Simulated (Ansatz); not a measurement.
# The perfect Sn wire along [110], 8 atoms a period, H-terminated, part 2 of 3

Aim: is the Sn wire along [110], 8 atoms a period, H-terminated a metal or a semiconductor?

Ansatz 0.2.0; DFT PBE, plane waves, PAW; relaxation of a wire's period; PAW set soft_1 (the session's first sound run).

So far. Step 2 (Relaxation of atoms and period): The cell's length comes to 4.703 Å with spin left out.

### 3. Bands of the perfect wire

This step: DFT PBE, plane waves, PAW; bands of a perfect wire; PAW set soft_1 (Ansatz 0.2.0).

At the relaxed period the bands are computed along the axis; those that cross an energy going forward count the channels that a perfect wire would open there.

File input.yaml:

```yaml
crystal:
  lattice:
    - [17.133, 0.0, 0.0]
    - [0.0, 14.36, 0.0]
    - [0.0, 0.0, 4.7034842419]
  atoms:
    - { symbol: Sn, position: [0.354814308, 0.5, 0.0] }
    - { symbol: H, position: [0.39444436, 0.758099864, 0.0] }
    - { symbol: Sn, position: [0.453292473, 0.659251116, 0.0] }
    - { symbol: Sn, position: [0.453292473, 0.340748884, 0.0] }
    - { symbol: Sn, position: [0.738440422, 0.5, 0.0] }
    - { symbol: H, position: [0.799091652, 0.59665399, 0.0] }
    - { symbol: H, position: [0.799091652, 0.40334601, 0.0] }
    - { symbol: H, position: [0.200908348, 0.59665399, 0.5] }
    - { symbol: H, position: [0.200908348, 0.40334601, 0.5] }
    - { symbol: Sn, position: [0.261559578, 0.5, 0.5] }
    - { symbol: Sn, position: [0.546707527, 0.659251116, 0.5] }
    - { symbol: Sn, position: [0.546707527, 0.340748884, 0.5] }
    - { symbol: H, position: [0.60555564, 0.758099864, 0.5] }
    - { symbol: H, position: [0.60555564, 0.241900136, 0.5] }
    - { symbol: Sn, position: [0.645185692, 0.5, 0.5] }
    - { symbol: H, position: [0.39444436, 0.241900136, 0.0] }
kpoints:
  mp_grid: { grid: [1, 1, 18] }
  band_path: { path: ["Γ", Z], npoints: 90 }
scf:
  occupations: { method: fermi_dirac, width: 0.05 }
hamiltonian:
  xc: pbe
  pseudopotentials: { kind: paw, azcp: { folder: soft_1 } }
output:
  dos: { e_range: [-5, 4] }
  write_potential: true
  write_density: true
  volumetric_format: npy
```

Run with:

```console
ansatz run input.yaml --threads 4 --pin off --max-ram 16384MiB --backend cpu --events-out ev --progress --plain --runs-dir out
```

Numbers of over 12 decimals in the logs are rounded to 6 here.

Log:

```text
[...]
Crystal: 16 atoms, lattice volume = 1157.198 Å³
Basis set: ecut = 420 eV, 22589 PW (Γ)
Bands: 76, of which v1, the nominal top of the filled ones, is band 60 counted from 1 (59 counted from 0)
Symmetry: 8 space group operations
[...]
k-points: 10 of 18
[...]
SCF iter   1: F=—  HF=-48320.175950 eV  |F-HF|=—  |Δ(HF+E_count)|=         —  Δρ=2.58e-2  dr2=7.92e0  ethr=3.10e-3  ⟨swp⟩=8.0  Hψ=3569  notcnv=0  defer=6
[...]
SCF iter  10: F=-48317.855914 eV  HF=-48317.855914 eV  |F-HF|=9.67e-9  |Δ(HF+E_count)|=   2.16e-7  Δρ=7.22e-7  dr2=8.28e-9  ethr=8.33e-11  ⟨swp⟩=14.8  Hψ=3412  notcnv=0
SCF 1 converged in 10 iterations: F = -48317.855914 eV  dr2 = 8.28e-9
[...]
NSCF: frozen V_eff on 91 k-points
WARN: The output density's exchange-correlation potential varies sharply where the density is thin. Do not read a vacuum level from v_tot or v_xc, or from such a field of the output density. On a cell that repeats whose density bears no net charge and no dipole along the vacuum's axis use v_es (v_loc + v_h of the components); under efield.dipole_correction with no amplitude use v_es + v_field, which holds any externa [...]
SCF converged after 10 iterations
Free energy (F): -48317.855914 eV
[...]
Internal energy: -48317.855914 eV  (E = F + TS)
E sigma→0 (E₀):  -48317.855914 eV
Entropy (-TS):   -0.000000 eV (-0.000 meV/atom)
Fermi energy:    -1.296992 eV
[...]
--- Band table (eV; the first three rows and the last of 10) ---
  k-point 0: bands = [... 56 lower, -2.8952, -2.6177, -2.5085, -1.9572, -0.6290, -0.5259, -0.4710, -0.2416, ... 12 higher]
  k-point 1: bands = [... 56 lower, -3.0108, -2.6592, -2.6439, -2.1768, -0.3940, -0.3374, -0.3082, -0.0803, ... 12 higher]
  k-point 2: bands = [... 56 lower, -3.0888, -2.9626, -2.6957, -2.5822, 0.0313, 0.0647, 0.0817, 0.3455, ... 12 higher]
  k-point 9: bands = [... 56 lower, -3.3652, -3.3652, -3.3402, -3.3402, 0.3308, 0.3308, 0.7504, 0.7504, ... 12 higher]
```

Wall time 94 s (4 threads of Arm Neoverse V1, shared host); peak memory 4.2 GiB; 6.2 min of CPU time.

Numbers from this step:

| Quantity | Value |
| --- | --- |
| band gap | 1.328 eV |

The electronic bands at the labelled points (eV, zero at the Fermi level; v1 is the highest filled band, c1 the lowest empty one):

```
  point     v4     v3     v2     v1    c1    c2    c3    c4
      Γ  -1.60  -1.32  -1.21  -0.66  0.67  0.77  0.83  1.06
halfway  -1.95  -1.88  -1.86  -1.63  1.78  1.85  2.04  2.11
      Z  -2.07  -2.07  -2.04  -2.04  1.63  1.63  2.05  2.05
```

The gap is 1.33 eV, with spin left out.

The path shows a direct gap of 1.33 eV (valence top at Γ, conduction bottom at Γ).

### 4. Another level of theory, cutoff 500 eV, k-mesh 1×1×13

This step: DFT r2SCAN, plane waves, PAW; bands of a perfect wire at the PBE geometry; PAW set soft_1 (Ansatz 0.2.0).

The atoms stay at the PBE geometry and the functional changes. r2SCAN also reads the kinetic-energy density; it often gives larger moments and wider gaps than PBE, at a higher cost. Against the first PBE run of this kind, the cutoff is 500 eV against 420 and the mesh along the wire has 13 points against 18.

Changes to input.yaml since step 3:

```diff
@@ -23,3 +23,3 @@
 kpoints:
-  mp_grid: { grid: [1, 1, 18] }
+  mp_grid: { grid: [1, 1, 13] }
   band_path: { path: ["Γ", Z], npoints: 90 }
@@ -28,8 +28,3 @@
 hamiltonian:
-  xc: pbe
+  xc: r2scan
   pseudopotentials: { kind: paw, azcp: { folder: soft_1 } }
-output:
-  dos: { e_range: [-5, 4] }
-  write_potential: true
-  write_density: true
-  volumetric_format: npy
```

Log:

```text
[...]
Crystal: 16 atoms, lattice volume = 1157.198 Å³
Basis set: ecut = 500 eV, 29467 PW (Γ), exchange–correlation on 500×432×144 points (64 copies of the dense FFT grid, shifted against one another)
Bands: 76, of which v1, the nominal top of the filled ones, is band 60 counted from 1 (59 counted from 0)
Symmetry: 8 space group operations
[...]
k-points: 7 of 13
[...]
--- Band table (eV; the first three rows and the last of 7) ---
  k-point 0: bands = [... 56 lower, -3.0972, -2.8120, -2.6984, -2.1131, -0.4770, -0.4334, -0.3854, -0.2002, ... 12 higher]
  k-point 1: bands = [... 56 lower, -3.3007, -2.9673, -2.8585, -2.4826, -0.0871, -0.0773, -0.0724, 0.1131, ... 12 higher]
  k-point 2: bands = [... 56 lower, -3.3582, -3.3337, -3.0477, -2.9525, 0.4915, 0.5004, 0.5617, 0.8726, ... 12 higher]
  k-point 6: bands = [... 56 lower, -3.6061, -3.5726, -3.5702, -3.5672, 0.4965, 0.5142, 0.8036, 0.8293, ... 12 higher]
[key lines of the parts left out:]
SCF converged after 10 iterations
Free energy (F): -48433.602482 eV
Fermi energy:    -1.306532 eV
```

Run time: 2.7 min. Hardware: 4 threads; peak memory 6.6 GiB.

Numbers from this step:

```
band gap : 1.636 eV
```

Electronic bands along the path, in eV, zero at the Fermi level; v1 is the highest filled band, c1 the lowest empty one:

```
  point     v4     v3     v2     v1    c1    c2    c3    c4
      Γ  -1.79  -1.51  -1.39  -0.81  0.83  0.87  0.92  1.11
halfway  -2.17  -2.10  -2.08  -1.83  1.98  2.05  2.17  2.22
      Z  -2.29  -2.29  -2.27  -2.27  1.80  1.80  2.18  2.18
```

The gap is 1.64 eV, against 1.33 eV under PBE at the relaxed period.

### 5. Another level of theory, level HSE06, cutoff 420 eV

This step: DFT HSE06, plane waves, PAW; levels of a perfect wire at the PBE geometry; PAW set soft_1 (Ansatz 0.2.0).

The atoms stay at the PBE geometry and the functional changes. HSE06 mixes in a quarter of short-range exact exchange, which removes part of the self-interaction that closes gaps; it is dear, so the mesh is thinner and no path is run. Against the first PBE run of this kind, the mesh along the wire has 7 points against 18.

Changes to input.yaml since step 4:

```diff
@@ -23,4 +23,3 @@
 kpoints:
-  mp_grid: { grid: [1, 1, 13] }
-  band_path: { path: ["Γ", Z], npoints: 90 }
+  mp_grid: { grid: [1, 1, 7] }
 scf:
@@ -28,3 +27,3 @@
 hamiltonian:
-  xc: r2scan
+  xc: hse06
   pseudopotentials: { kind: paw, azcp: { folder: soft_1 } }
```

Log:

```text
[...]
exact exchange (on PAW files that of the plane waves, all of it where the separable form is declined too) is computed from pair densities and not by density-matrix convolution, because memory is short: the convolution, which is usually faster, keeps the exchange operator as a matrix at each irreducible k-point or, where blocks serve (scf.exx.build), one block of their elements at a time (for builds on a GPU, the tabl [...]
Crystal: 16 atoms, lattice volume = 1157.198 Å³
[...]
E sigma→0 (E₀):  -48351.332149 eV
Fermi energy:    -1.311476 eV
[...]
--- Band table (eV) ---
  k-point 0: bands = [... 56 lower, -3.3387, -3.0014, -2.8855, -2.2816, -0.3168]
  k-point 1: bands = [... 56 lower, -3.5521, -3.5374, -3.1745, -3.1473, 0.6043]
  k-point 2: bands = [... 56 lower, -3.7528, -3.6807, -3.6634, -3.4371, 0.8392]
  k-point 3: bands = [... 56 lower, -3.8303, -3.8073, -3.7853, -3.7480, 0.6812]
  guard bands above this table: 15 of the run's 76 bands. The solve was not asked for them (output.publish_guard_bands: true or output.eigenvalues: true publishes all)
[key lines of the parts left out:]
Free energy (F): -48351.332149 eV
```

Run time: 4.4 min. Hardware: 4 threads; peak memory 3 GiB.

Numbers from this step:

```
band gap : 1.965 eV
```

The gap is 1.96 eV, against 1.33 eV under PBE at the relaxed period.

### 6. Two-component spinors, k-mesh 1×1×11

This step: DFT PBE, plane waves, fully relativistic PAW; bands of a perfect wire with spin-orbit coupling; PAW set soft_1 (Ansatz 0.2.0).

Spin-orbit coupling mixes the spins and splits bands that cross or touch without it, so it can open or close channels. Fully relativistic datasets take the place of the scalar ones. Against the first PBE run of this kind, the mesh along the wire has 11 points against 18.

Changes to input.yaml since step 5:

```diff
@@ -23,3 +23,4 @@
 kpoints:
-  mp_grid: { grid: [1, 1, 7] }
+  mp_grid: { grid: [1, 1, 11] }
+  band_path: { path: ["Γ", Z], npoints: 90 }
 scf:
@@ -27,3 +28,6 @@
 hamiltonian:
-  xc: hse06
-  pseudopotentials: { kind: paw, azcp: { folder: soft_1 } }
+  xc: pbe
+  pseudopotentials: { kind: paw_fr, azcp: { folder: soft_1 } }
+magnetization:
+  noncollinear: true
+  spin_orbit: true
```

Log:

```text
[...]
non-collinear run that drives no moment, with spin-orbit: no starting moment large enough to seed its density (crystal.atoms[].spin), no starting occupations that ask for one, no magnetisation constraint and no magnetic field, so the semilocal B_xc is pinned to zero
Crystal: 16 atoms, lattice volume = 1157.198 Å³
Basis set: ecut = 420 eV, 22589 PW (Γ)
[...]
k-point 0: bands = [... 116 lower, -2.4791, -2.4791, -1.9272, -1.9272, -0.6247, -0.6247, -0.5258, -0.5258, ... 28 higher]
  k-point 1: bands = [... 116 lower, -2.6599, -2.6599, -2.3941, -2.3941, -0.1239, -0.1239, -0.0886, -0.0886, ... 28 higher]
  k-point 2: bands = [... 116 lower, -2.9400, -2.9400, -2.7608, -2.7608, 0.3961, 0.3961, 0.4777, 0.4777, ... 28 higher]
  k-point 5: bands = [... 116 lower, -3.2490, -3.2490, -3.2209, -3.2209, 0.3231, 0.3231, 0.3466, 0.3466, ... 28 higher]
[key lines of the parts left out:]
SCF converged after 10 iterations
Magnetization: |M| = 0.0000 μB,  M = (+0.0000, +0.0000, +0.0000) μB
Free energy (F): -48335.047540 eV
Fermi energy:    -1.280134 eV
```

The job ended after 27 min (4 threads; peak memory 11 GiB; 1.8 h of CPU time).

This step gave:

- band gap: 1.303 eV

Electronic bands along the path, in eV, zero at the Fermi level; v1 is the highest filled band, c1 the lowest empty one:

```
  point     v4     v3     v2     v1    c1    c2    c3    c4
      Γ  -1.20  -1.20  -0.65  -0.65  0.66  0.66  0.75  0.75
halfway  -1.80  -1.80  -1.61  -1.61  1.75  1.75  1.83  1.83
      Z  -1.97  -1.97  -1.97  -1.97  1.61  1.61  1.61  1.61
```

The gap is 1.30 eV, against 1.33 eV under PBE at the relaxed period, with no moment.

### 7. The ladder

Times are for 4 threads of Arm Neoverse V1, shared host. The series side by side:

```
no.     run  band gap (eV)     time  memory (GiB)
  1    lead          1.328     94 s           4.2
  2  levels          1.636  2.7 min           6.6
  3  levels          1.965  4.4 min           3.0
  4     SOC          1.303   27 min            11
```

(Continued in part 3 of 3.)

[Logs are printed without paths, hosts, clocks, repeated set-up lines and the standing remarks that a program may print on its own settings, such as how far it seeks lower states.]

[Hosts, paths, dates, database ids (printed as entryN), source tags and the programs' standing remarks are cut or masked in the printed files.]
